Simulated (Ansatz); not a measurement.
**Lu2BrClO2: complex band structure**

Aim: relax a made-up compound, Lu2BrClO2, and see how good a tunnel barrier it would be. It is built by putting Lu for La in the La2BrClO2 structure of space group P4mm, with the volume rescaled by atomic radii. The parent structure comes from the Materials Project.

Method: r2SCAN DFT, plane waves, PAW files, in the first sound run; inputs show where later runs differ, in Ansatz 0.2.0.

The structure was built from a prototype and need not be the compound's stable phase.

**1. Starting point**

It takes space group P4mm (No. 99, tetragonal). Conventional cell: a = 3.990 Å, b = 3.990 Å, c = 7.035 Å, α = 90.00°, β = 90.00°, γ = 90.00°. Nearest to Lu lie 4 O at 2.31 Å and 4 Br at 3.18 Å and 2 Cl at 3.37 to 3.66 Å and 4 Lu at 3.66 Å. Lu has 4 O at 2.32 Å and 4 Cl at 3.12 Å and 2 Br at 3.23 to 3.80 Å and 4 Lu at 3.66 Å nearest. Br has 6 Lu at 3.18 to 3.80 Å nearest. Nearest to Cl lie 6 Lu at 3.12 to 3.66 Å and 4 O at 3.20 Å. Nearest to O lie 4 Lu at 2.31 to 2.32 Å. It derives from La2BrClO2. Lu for La in the La2BrClO2 structure of space group P4mm. Farther neighbours and most contacts between anions are not listed.

**2. Relaxing the new crystal**

The substituted atoms don't fit the parent's cell, so cell and atoms relax together. A small smearing keeps the run stable in case the gap closes on the way.

Contents of input.yaml:

```yaml
crystal:
  lattice:
    - [3.9899881884, 0.0, 0.0]
    - [0.0, 3.9899881884, 0.0]
    - [0.0, 0.0, 7.0354949378]
  atoms:
    - { symbol: Lu, position: [0.0, 0.0, 0.161994] }
    - { symbol: Lu, position: [0.5, 0.5, 0.830482] }
    - { symbol: Br, position: [0.5, 0.5, 0.370952] }
    - { symbol: Cl, position: [0.0, 0.0, 0.641386] }
    - { symbol: O, position: [0.5, 0.0, 0.997593] }
    - { symbol: O, position: [0.0, 0.5, 0.997593] }
kpoints:
  mp_grid: { grid: [6, 6, 4] }
scf:
  occupations: { method: gaussian, width: 0.03 }
hamiltonian:
  xc: r2scan
output:
  forces: true
  stress: true
relax:
  f_tol: 0.02
  max_steps: 60
  cell: {}
```

The run is started by

```
> ansatz run input.yaml --threads 2 --pin off --max-ram 4096MiB --backend cpu --events-out ev --progress --plain --runs-dir out
```

Numbers of over 12 decimals in the logs are rounded to 6 here.

What it wrote:

```text
Engine: ansatz 0.2.0, x86_64-unknown-linux-gnu
Pseudopotentials: kind: paw
Pseudopotential: Lu, paw, valence charge 25, recommended cutoff 500 eV (meta_gga), Lu.paw.azcp
Pseudopotential: Br, paw, valence charge 7, recommended cutoff 500 eV (meta_gga), Br.paw.azcp
Pseudopotential: Cl, paw, valence charge 7, recommended cutoff 500 eV (meta_gga), Cl.paw.azcp
Pseudopotential: O, paw, valence charge 6, recommended cutoff 500 eV (meta_gga), O.paw.azcp
Functional definition: r2SCAN
  parameter k0 = 0.174
  parameter k1 = 0.065
  parameter a1 = 4.9479
  exchange = r2scan_x(k0 = k0, k1 = k1, a1 = a1)
  correlation = r2scan_c
Crystal: 6 atoms, lattice volume = 112.005 Å³
Basis set: ecut = 500 eV, 2881 PW (Γ), exchange–correlation on 120×120×216 points (64 copies of the dense FFT grid, shifted against one another)
Bands: 46, of which v1, the nominal top of the filled ones, is band 38 counted from 1 (37 counted from 0)
Symmetry: 8 space group operations
Space group: P4mm (ITA 99), of the structure as read, at distance tolerance 4.8e-5 Å
k-points: 30 of 144 (time reversal used)
Non-local potential: Lu, projectors of the file, l = 0: 3, l = 1: 2, l = 2: 2, l = 3: 3
Non-local potential: Br, projectors of the file, l = 0: 2, l = 1: 2, l = 2: 2
Non-local potential: Cl, projectors of the file, l = 0: 2, l = 1: 2, l = 2: 2
Non-local potential: O, projectors of the file, l = 0: 2, l = 1: 2, l = 2: 1
PAW form: soft (Blöchl's): semilocal exchange-correlation on the pseudo side does not see the compensation charge
PAW frozen core: Lu, regenerated for the run's functional (the file was generated under x = pbe(κ = 0.804, μ = 0.219515), c = pbe(β = 0.066725))
PAW frozen core: Br, regenerated for the run's functional (the file was generated under x = pbe(κ = 0.804, μ = 0.219515), c = pbe(β = 0.066725))
PAW frozen core: Cl, regenerated for the run's functional (the file was generated under x = pbe(κ = 0.804, μ = 0.219515), c = pbe(β = 0.066725))
PAW frozen core: O, regenerated for the run's functional (the file was generated under x = pbe(κ = 0.804, μ = 0.219515), c = pbe(β = 0.066725))
PAW one-centre angular grid: Lu, 974 points (default); XC on 160 Gauss nodes
PAW one-centre angular grid: Br, 302 points (default); XC on 160 Gauss nodes
PAW one-centre angular grid: Cl, 302 points (default); XC on 160 Gauss nodes
PAW one-centre angular grid: O, 302 points (default); XC on 160 Gauss nodes
Initial density: superposition of atomic densities (neutral atoms: chi_scale 0, normalization atom), corrected by the library's trained network
Initial wavefunctions: pseudopotential atomic-orbital guess
Functional: x = r2scan, c = r2scan; τ floored in thin density (d = 2e-4 eV/Å³)
SCF iter   1: F=—  HF=-34514.359394 eV  |F-HF|=—  |Δ(HF+E_count)|=         —  Δρ=8.48e-3  dr2=6.39e-2  dr2_τ=1.32e-1  ethr=1.77e-3  ⟨swp⟩=5.8  Hψ=5285  notcnv=0
preconditioner: auto → Resta (q_TF=auto, 2.558 Å⁻¹)  ε∞=5.1  [insulator: Δε(μ)=4.933 eV  Ē_g=14.631 eV  σ=0.030 eV  W_gap=1.00  n_scr=36 (ndim 8)  ℏωp=29.8 eV  f_vac=0.010  D(μ)=0.00/eV (n_scr^D=0)  ε∞_Penn≈5.1]
SCF iter   2: F=—  HF=-34514.410973 eV  |F-HF|=—  |Δ(HF+E_count)|=   5.16e-2  Δρ=5.47e-3  dr2=2.20e-2  dr2_τ=5.67e-3  ethr=8.40e-5  ⟨swp⟩=3.3  Hψ=3080  notcnv=0  defer=85
SCF iter   3: F=—  HF=-34514.398880 eV  |F-HF|=—  |Δ(HF+E_count)|=   1.21e-2  Δρ=3.31e-3  dr2=7.09e-3  dr2_τ=6.87e-4  ethr=2.89e-5  ⟨swp⟩=2.5  Hψ=2610  notcnv=0  defer=55
automatic band count: iteration 3 solves 45 bands in place of 46: the levels show a gap, and the empty bands left out lie too high to hold charge; the band table lists the bands solved (type scf.n_extra_bands for more)
SCF iter   4: F=—  HF=-34514.398939 eV  |F-HF|=—  |Δ(HF+E_count)|=   5.92e-5  Δρ=9.14e-4  dr2=8.77e-4  dr2_τ=9.26e-5  ethr=9.33e-6  ⟨swp⟩=3.0  Hψ=2774  notcnv=0  defer=55
SCF iter   5: F=—  HF=-34514.398944 eV  |F-HF|=—  |Δ(HF+E_count)|=   4.97e-6  Δρ=2.06e-4  dr2=4.14e-5  dr2_τ=4.23e-6  ethr=1.15e-6  ⟨swp⟩=2.0  Hψ=2204  notcnv=0  defer=28
automatic band count: iteration 5 solves 44 bands in place of 45: the levels show a gap, and the empty bands left out lie too high to hold charge; the band table lists the bands solved (type scf.n_extra_bands for more)
SCF iter   6: F=—  HF=-34514.398962 eV  |F-HF|=—  |Δ(HF+E_count)|=   1.83e-5  Δρ=9.97e-5  dr2=1.01e-5  dr2_τ=1.08e-6  ethr=5.44e-8  ⟨swp⟩=2.0  Hψ=2428  notcnv=0  defer=28
SCF iter   7: F=—  HF=-34514.398957 eV  |F-HF|=—  |Δ(HF+E_count)|=   5.39e-6  Δρ=6.20e-5  dr2=3.66e-6  dr2_τ=4.21e-7  ethr=1.33e-8  ⟨swp⟩=2.0  Hψ=2428  notcnv=0  defer=28
SCF iter   8: F=—  HF=-34514.398955 eV  |F-HF|=—  |Δ(HF+E_count)|=   1.54e-6  Δρ=1.54e-5  dr2=2.97e-7  dr2_τ=4.20e-8  ethr=4.82e-9  ⟨swp⟩=2.0  Hψ=2398  notcnv=0  defer=28
SCF iter   9: F=-34514.398955 eV  HF=-34514.398955 eV  |F-HF|=1.06e-8  |Δ(HF+E_count)|=   3.38e-9  Δρ=4.20e-6  dr2=2.32e-8  dr2_τ=1.70e-9  ethr=1.32e-10  ⟨swp⟩=5.0  Hψ=5666  notcnv=0
SCF 1 converged in 9 iterations: F = -34514.398955 eV  dr2 = 2.32e-8
  greatest PAW one-centre occupation: 0.996 electrons in one spin orbital (limit 2), on the Lu atom at site 1 (counted from 0), in its partial waves of l = 3
relax step   1: F+E_penalty+E_count = -34514.39895530 eV  Δ(F+E_penalty+E_count) = +0.000e0 eV  max|allowed force component| = 2.145e0 eV/Å  Δτ_max = 0.0000 Å  P = -10.883 GPa  Ω = 112.005 Å³  (9 SCF iters, dr2 threshold 1.00e-7 eV, accepted)
Crystal: 6 atoms, lattice volume = 98.859 Å³
Basis set: ecut = 500 eV, 2497 PW (Γ), exchange–correlation on 120×120×216 points (64 copies of the dense FFT grid, shifted against one another)
Initial density: handed on by an earlier stage of this run
Initial wavefunctions: those handed on with the density
iter 1 solved again at ethr=1.56e-3 eV; its pass at ethr=3.10e-3 eV (dr2=1.19e0 eV) is discarded
SCF iter   1: F=—  HF=-34514.204727 eV  |F-HF|=—  |Δ(HF+E_count)|=         —  Δρ=3.11e-2  dr2=1.19e0  dr2_τ=4.21e0  ethr=1.56e-3  ⟨swp⟩=1.0  Hψ=7207  notcnv=0
automatic band count: iteration 1 solves 43 bands in place of 46: the levels show a gap, and the empty bands left out lie too high to hold charge; the band table lists the bands solved (type scf.n_extra_bands for more)
preconditioner: auto → Resta (q_TF=auto, 2.611 Å⁻¹)  ε∞=5.7  [insulator: Δε(μ)=4.736 eV  Ē_g=14.664 eV  σ=0.030 eV  W_gap=1.00  n_scr=36 (ndim 8)  ℏωp=31.7 eV  f_vac=0.002  D(μ)=0.00/eV (n_scr^D=0)  ε∞_Penn≈5.7]
SCF iter   2: F=—  HF=-34514.836549 eV  |F-HF|=—  |Δ(HF+E_count)|=   6.32e-1  Δρ=1.30e-2  dr2=2.30e-1  dr2_τ=9.96e-3  ethr=1.56e-3  ⟨swp⟩=3.6  Hψ=2749  notcnv=0
[...]
[... from here on, the SCF cycles and remarks between the steps are left out ...]
relax step   4: F+E_penalty+E_count = -34515.02512850 eV  Δ(F+E_penalty+E_count) = -4.763e-2 eV  max|allowed force component| = 2.356e-1 eV/Å  Δτ_max = 0.0252 Å  P = -0.923 GPa  Ω = 104.685 Å³  energy of the carried Pulay correction = +2.452e-3 eV  (8 SCF iters, dr2 threshold 6.00e-7 eV, accepted)
relax step   5: F+E_penalty+E_count = -34515.07559302 eV  Δ(F+E_penalty+E_count) = -5.046e-2 eV  max|allowed force component| = 2.907e-1 eV/Å  Δτ_max = 0.0447 Å  P = +0.420 GPa  Ω = 105.783 Å³  energy of the carried Pulay correction = +2.074e-3 eV  (8 SCF iters, dr2 threshold 6.00e-7 eV, accepted)
relax step   6: F+E_penalty+E_count = -34515.11867731 eV  Δ(F+E_penalty+E_count) = -4.308e-2 eV  max|allowed force component| = 4.157e-1 eV/Å  Δτ_max = 0.0926 Å  P = +1.310 GPa  Ω = 108.930 Å³  energy of the carried Pulay correction = +1.010e-3 eV  (8 SCF iters, dr2 threshold 6.00e-7 eV, accepted)
relax step   7: F+E_penalty+E_count = -34515.13538925 eV  Δ(F+E_penalty+E_count) = -1.671e-2 eV  max|allowed force component| = 1.222e-1 eV/Å  Δτ_max = 0.0833 Å  P = -0.024 GPa  Ω = 112.874 Å³  energy of the carried Pulay correction = -2.806e-4 eV  (8 SCF iters, dr2 threshold 6.00e-7 eV, accepted)
relax step   8: F+E_penalty+E_count = -34515.13679360 eV  Δ(F+E_penalty+E_count) = -1.404e-3 eV  max|allowed force component| = 2.923e-2 eV/Å  Δτ_max = 0.0067 Å  P = +0.007 GPa  Ω = 112.868 Å³  energy of the carried Pulay correction = -2.784e-4 eV  (7 SCF iters, dr2 threshold 6.00e-7 eV, accepted)
relax step   9: F+E_penalty+E_count = -34515.13680702 eV  Δ(F+E_penalty+E_count) = -1.342e-5 eV  max|allowed force component| = 2.658e-3 eV/Å  Δτ_max = 0.0020 Å  P = -0.004 GPa  Ω = 112.983 Å³  energy of the carried Pulay correction = -3.154e-4 eV  (6 SCF iters, dr2 threshold 5.34e-8 eV, accepted)
relax step  10: F+E_penalty+E_count = -34515.14148337 eV  Δ(F+E_penalty+E_count) = -4.676e-3 eV  max|allowed force component| = 3.492e-3 eV/Å  Δτ_max = 0.0000 Å  P = +0.085 GPa  Ω = 112.983 Å³  stress off target by 2.13e-1 GPa  SCF on the basis re-selected at this cell (its energy is not comparable with the rows above)  (9 SCF iters)
relax step  11: F+E_penalty+E_count = -34515.14199382 eV  Δ(F+E_penalty+E_count) = -5.105e-4 eV  max|allowed force component| = 3.550e-2 eV/Å  Δτ_max = 0.0162 Å  P = +0.064 GPa  Ω = 113.911 Å³  energy of the carried Pulay correction = -3.179e-4 eV  (8 SCF iters, dr2 threshold 1.14e-7 eV, accepted)
relax step  12: F+E_penalty+E_count = -34515.14197031 eV  Δ(F+E_penalty+E_count) = +2.352e-5 eV  max|allowed force component| = 2.534e-2 eV/Å  Δτ_max = 0.0086 Å  P = +0.018 GPa  Ω = 114.200 Å³  energy of the carried Pulay correction = -4.180e-4 eV  (7 SCF iters, dr2 threshold 7.88e-8 eV, accepted)
relax step  13: F+E_penalty+E_count = -34515.14200024 eV  Δ(F+E_penalty+E_count) = -2.993e-5 eV  max|allowed force component| = 1.216e-3 eV/Å  Δτ_max = 0.0023 Å  P = +0.003 GPa  Ω = 114.240 Å³  energy of the carried Pulay correction = -4.330e-4 eV  (6 SCF iters, dr2 threshold 4.01e-8 eV, accepted)
iter 1 solved again at ethr=9.86e-9 eV; its pass at ethr=3.10e-3 eV (dr2=7.50e-6 eV) is discarded
SCF iter   1: F=—  HF=-34515.142384 eV  |F-HF|=—  |Δ(HF+E_count)|=         —  Δρ=7.30e-5  dr2=2.37e-7  dr2_τ=7.47e-7  ethr=9.86e-9  ⟨swp⟩=4.1  Hψ=11183  notcnv=0
preconditioner: auto → Resta (q_TF=auto, 2.549 Å⁻¹)  ε∞=5.0  [insulator: Δε(μ)=5.026 eV  Ē_g=14.692 eV  σ=0.030 eV  W_gap=1.00  n_scr=38 (ndim 8)  ℏωp=29.5 eV  f_vac=0.121  D(μ)=0.00/eV (n_scr^D=0)  ε∞_Penn≈5.0]
SCF iter   2: F=—  HF=-34515.142426 eV  |F-HF|=—  |Δ(HF+E_count)|=   4.20e-5  Δρ=3.70e-5  dr2=6.86e-8  dr2_τ=6.15e-7  ethr=3.12e-10  ⟨swp⟩=2.0  Hψ=2458  notcnv=0
SCF iter   3: F=—  HF=-34515.142433 eV  |F-HF|=—  |Δ(HF+E_count)|=   7.34e-6  Δρ=5.33e-6  dr2=1.43e-8  dr2_τ=7.16e-9  ethr=9.02e-11  ⟨swp⟩=2.0  Hψ=2520  notcnv=0
SCF iter   4: F=—  HF=-34515.142433 eV  |F-HF|=—  |Δ(HF+E_count)|=   5.23e-8  Δρ=1.56e-6  dr2=2.68e-9  dr2_τ=2.05e-10  ethr=1.88e-11  ⟨swp⟩=2.0  Hψ=2520  notcnv=0
SCF iter   5: F=—  HF=-34515.142433 eV  |F-HF|=—  |Δ(HF+E_count)|=  4.37e-11  Δρ=9.33e-7  dr2=1.03e-9  dr2_τ=1.50e-10  ethr=3.52e-12  ⟨swp⟩=2.0  Hψ=2279  notcnv=0
SCF iter   6: F=—  HF=-34515.142433 eV  |F-HF|=—  |Δ(HF+E_count)|=  1.16e-10  Δρ=3.91e-7  dr2=1.91e-10  dr2_τ=1.98e-11  ethr=1.36e-12  ⟨swp⟩=2.0  Hψ=2250  notcnv=0
SCF iter   7: F=-34515.142433 eV  HF=-34515.142433 eV  |F-HF|=0.00e0  |Δ(HF+E_count)|=  1.60e-10  Δρ=1.65e-7  dr2=3.05e-11  dr2_τ=4.33e-12  ethr=1.00e-12  ⟨swp⟩=5.3  Hψ=6009  notcnv=0
SCF 14 converged in 7 iterations: F = -34515.142433 eV  dr2 = 3.05e-11
relax step  14: F+E_penalty+E_count = -34515.14243335 eV  Δ(F+E_penalty+E_count) = -4.331e-4 eV  max|allowed force component| = 1.239e-3 eV/Å  Δτ_max = 0.0000 Å  P = +0.000 GPa  Ω = 114.240 Å³  stress off target by 5.30e-3 GPa  SCF on the basis re-selected at this cell (its energy is not comparable with the rows above)  (7 SCF iters)
basis re-selected at this cell: Δ(F+E_penalty+E_count) = -4.331e-4 eV, ΔP = -0.003 GPa vs the last step (what re-selecting the basis moved, of the pressure what is left beyond the Pulay correction that the steps carried, after the strain that the cell walked since its last selection, with what the two solves' SCF thresholds leave and, on support functions, any second-order correction that the steps lacked; it is no m [...]
SCF converged after 7 iterations
Free energy (F): -34515.142433 eV
Harris-Foulkes:  -34515.142433 eV  (|F-HF|=0.00e0)
Internal energy: -34515.142433 eV  (E = F + TS)
E sigma→0 (E₀):  -34515.142433 eV
Fermi energy:    10.172698 eV
--- Per-component energies (eV) ---
  E_band       = -170.932701
  E_kinetic    = 1491.090627
  E_local      = -21097.275696  (includes V_loc(G=0)·N_el)
  E_nonlocal   = 1334.654416
  E_hartree    = 9223.181974
  E_xc         = -935.287248
  E_vxc        = -1050.701025  (∫ρ·V_xc dr)
  E_paw        = -18023.988394  (= ΣΔE_a)
  E_vpaw       = 646.803136  (= ΣTr[D̂ρ^β])
  E_aug_tail   = 0.002008  (compensation charges beyond the density's cutoff)
  E_vtau       = 58.129838  (kinetic-family band-sum trace: ∫τ·v_τ [+ j·A + Jᵃ·Aᵃ] dr)
  E_ewald      = -6508.516684
  E_core_change = 0.996564  (= ΣΔE_core)
  E_smearing   = -0.000000  (= −TS)
  E_closure    = -0.000000  (closes the sum)
  Σ components = -34515.142433   (vs F -34515.142433, Δ=0.00e0)
--- Forces (eV/Å), atoms counted from 1 ---
  atom   1  Lu    -0.00000000     0.00000000    -0.00110964
  atom   2  Lu     0.00000000     0.00000000     0.00100103
  atom   3  Br    -0.00000000     0.00000000     0.00059156
  atom   4  Cl     0.00000000     0.00000000     0.00124043
  atom   5  O     -0.00000000     0.00000000    -0.00085742
  atom   6  O      0.00000000     0.00000000    -0.00085742
  max |Σ_I F_I| component: 8.54e-6 eV/Å
--- Stress (GPa, compression-positive) ---
        0.003352       0.000000       0.000000
        0.000000       0.003352       0.000000
        0.000000       0.000000      -0.005299
  P = ⅓ Tr σ = 0.0005 GPa (0.005 kbar)
--- Relaxed structure (12 steps of the walk, 12 accepted, 2 SCFs on fresh bases) ---
  F+E_penalty+E_count = -34515.14243335 eV   max|allowed force component| = 1.239e-3 eV/Å   (the final SCF, on the basis selected at the relaxed cell)
  cell:  # Å, volume = 114.2400 Å³
    - [3.731573, 0, 1.072528634568454e-16]
    - [0, 3.731573, 0]
    - [1.891175969164407e-16, 0, 8.204160]
  atoms:
    - { symbol: Lu, position: [-1.0330326446643588e-17, 0, 0.131840] }
    - { symbol: Lu, position: [0.500000, 0.5, 0.859682] }
    - { symbol: Br, position: [0.5, 0.5, 0.333852] }
    - { symbol: Cl, position: [1.3878708237394247e-17, 0, 0.681897] }
    - { symbol: O, position: [0.500000, 0, 0.996364] }
    - { symbol: O, position: [-4.209930246055391e-19, 0.5, 0.996364] }
```

It took 2.7 min on 2 threads of Intel Xeon 6975P-C (Granite Rapids), shared host; peak memory 0.68 GiB; 4.6 min of CPU time.

Relaxation path:

```csv
step,energy less that of the first step (eV),largest force component (eV/Å),pressure (GPa),volume (Å³)
1,0.0000,2.1454,-10.88,112.01
2,-0.3687,1.8940,7.36,98.86
3,-0.5785,0.4259,-0.30,102.86
4,-0.6262,0.2356,-0.92,104.69
5,-0.6766,0.2907,0.42,105.78
6,-0.7197,0.4157,1.31,108.93
7,-0.7364,0.1222,-0.02,112.87
8,-0.7378,0.0292,0.01,112.87
9,-0.7379,0.0027,0.00,112.98
10*,-0.7425,0.0035,0.08,112.98
11,-0.7430,0.0355,0.06,113.91
12,-0.7430,0.0253,0.02,114.20
13,-0.7430,0.0012,0.00,114.24
14*,-0.7435,0.0012,0.00,114.24
```

Relaxation steps marked * repeat the geometry before them on a plane-wave basis chosen anew for their cell, so energy and pressure can jump there.

Forces are held to the 8 operations that the run works with; a distortion that breaks them can't arise in this run.

```csv
cell as run,before,after,change
a (Å),3.990,3.732,-6.5 %
b (Å),3.990,3.732,-6.5 %
c (Å),7.035,8.204,+16.6 %
volume (Å³/atom),18.67,19.04,+2.0 %
```

The atoms that moved most (Å, as changes of fractional coordinates times the final cell):

```
atom     dx     dy      dz  length
 Cl4  0.000  0.000   0.332   0.332
 Br3  0.000  0.000  -0.304   0.304
 Lu1  0.000  0.000  -0.247   0.247
 Lu2  0.000  0.000   0.240   0.240
  O5  0.000  0.000  -0.010   0.010
  O6  0.000  0.000  -0.010   0.010
```

The relaxed structure:

```cif
data_structure
_symmetry_space_group_name_H-M 'P 1'
_symmetry_Int_Tables_number 1
_cell_length_a 3.7316
_cell_length_b 3.7316
_cell_length_c 8.2042
_cell_angle_alpha 90.000
_cell_angle_beta 90.000
_cell_angle_gamma 90.000
_cell_volume 114.24
loop_
_atom_site_label
_atom_site_type_symbol
_atom_site_fract_x
_atom_site_fract_y
_atom_site_fract_z
_atom_site_occupancy
Lu1 Lu 0.00000 0.00000 0.13184 1
Lu2 Lu 0.50000 0.50000 0.85968 1
Br3 Br 0.50000 0.50000 0.33385 1
Cl4 Cl 0.00000 0.00000 0.68190 1
O5 O 0.50000 0.00000 0.99636 1
O6 O 0.00000 0.50000 0.99636 1
```

This step gave:

| Quantity | Value |
| --- | --- |
| free energy | -34515.1424 eV |
| Fermi energy | 10.17 eV |
| pressure | 4.68e-4 GPa |

The largest force component on a free atom ends at 0.0012 eV/Å.

**3. Band edges**

The energy window and the wavevectors of the next steps follow from the band edges, so these are searched first, off the mesh as well.

Contents of input.yaml:

```yaml
crystal:
  lattice:
    - [3.7315732425, 0.0, 0.0]
    - [0.0, 3.7315732425, 0.0]
    - [0.0, 0.0, 8.2041604778]
  atoms:
    - { symbol: Lu, position: [0.0, 0.0, 0.1318401533] }
    - { symbol: Lu, position: [0.5, 0.5, 0.8596820512] }
    - { symbol: Br, position: [0.5, 0.5, 0.3338520782] }
    - { symbol: Cl, position: [0.0, 0.0, 0.6818974439] }
    - { symbol: O, position: [0.5, 0.0, 0.9963641367] }
    - { symbol: O, position: [0.0, 0.5, 0.9963641367] }
kpoints:
  mp_grid: { grid: [6, 6, 4] }
  band_path: { path: [VBM, CBM], npoints: 30 }
scf:
  occupations: { method: fixed }
hamiltonian:
  xc: r2scan
output:
  eigenvalues: true
  write_potential: true
  write_density: true
  volumetric_format: npy
```

What it wrote:

```text
[...]
Crystal: 6 atoms, lattice volume = 114.240 Å³
Basis set: ecut = 500 eV, 2925 PW (Γ), exchange–correlation on 120×120×240 points (64 copies of the dense FFT grid, shifted against one another)
Bands: 46, of which v1, the nominal top of the filled ones, is band 38 counted from 1 (37 counted from 0)
Symmetry: 8 space group operations
[...]
k-points: 30 of 144 (time reversal used)
[...]
SCF iter   1: F=—  HF=-34515.068158 eV  |F-HF|=—  |Δ(HF+E_count)|=         —  Δρ=8.43e-3  dr2=5.59e-2  dr2_τ=1.94e-1  ethr=1.77e-3  ⟨swp⟩=4.8  Hψ=5081  notcnv=0  defer=171
[...]
SCF iter   9: F=-34515.142433 eV  HF=-34515.142433 eV  |F-HF|=1.65e-8  |Δ(HF+E_count)|=   2.28e-8  Δρ=5.59e-6  dr2=4.40e-8  dr2_τ=2.86e-9  ethr=1.32e-10  ⟨swp⟩=10.4  Hψ=5965  notcnv=0
SCF 1 converged in 9 iterations: F = -34515.142433 eV  dr2 = 4.40e-8
[...]
NSCF: frozen V_eff on 40 k-points
[...]
SCF converged after 9 iterations
Free energy (F): -34515.142433 eV
[...]
Internal energy: -34515.142433 eV  (E = F + TS)
E sigma→0 (E₀):  -34515.142433 eV
Fermi energy:    7.659770 eV
[...]
--- Band table (eV; the first three rows and the last of 30) ---
  k-point 0: bands = [... 34 lower, 6.9565, 7.5978, 7.6598, 7.6598, 12.6856, 12.8939, 13.9174, 14.1880, ... 4 higher]
  k-point 1: bands = [... 34 lower, 7.0035, 7.3097, 7.6257, 7.6257, 12.7868, 13.0962, 13.9838, 14.1900, ... 4 higher]
  k-point 2: bands = [... 34 lower, 7.0544, 7.0544, 7.5866, 7.5866, 12.9451, 13.2381, 14.0601, 14.1920, ... 4 higher]
  k-point 29: bands = [... 34 lower, 6.8069, 7.0074, 7.2975, 7.3129, 13.3105, 13.6149, 14.7668, 14.8834, ... 4 higher]
```

The job ended after 39 s (2 threads; peak memory 0.63 GiB).

Numbers from this step:

```
Fermi energy        : 7.660 eV
gap on the k-mesh   : 5.026 eV
gap on path         : 5.026 eV, by band count; negative where bands overlap
direct gap on path  : 5.026 eV
edge places on path : 0, 0 1/A along the path
```

Levels at VBM (eV): -4.08, -3.44, -3.44, -2.92, -2.49, -2.47, -2.47, -2.21, -2.19, -2.19, -2.17, -2.12, -2.12, -2.11, -2.08, -2.05, -2.05, -1.96, -1.90, -1.37, -1.37, -0.70, -0.70, -0.06, 0.00, 0.00, 5.03, 5.23, 6.26, 6.53, 7.38.

The searched edges give 5.03 eV, as on the mesh.

(Continued in part 2 of 3.)

[Logs are printed without paths, hosts, clocks, repeated set-up lines and the standing remarks that a program may print on its own settings, such as how far it seeks lower states.]

[Hosts, paths, dates, database ids (printed as entryN), source tags and the programs' standing remarks are cut or masked in the printed files.]
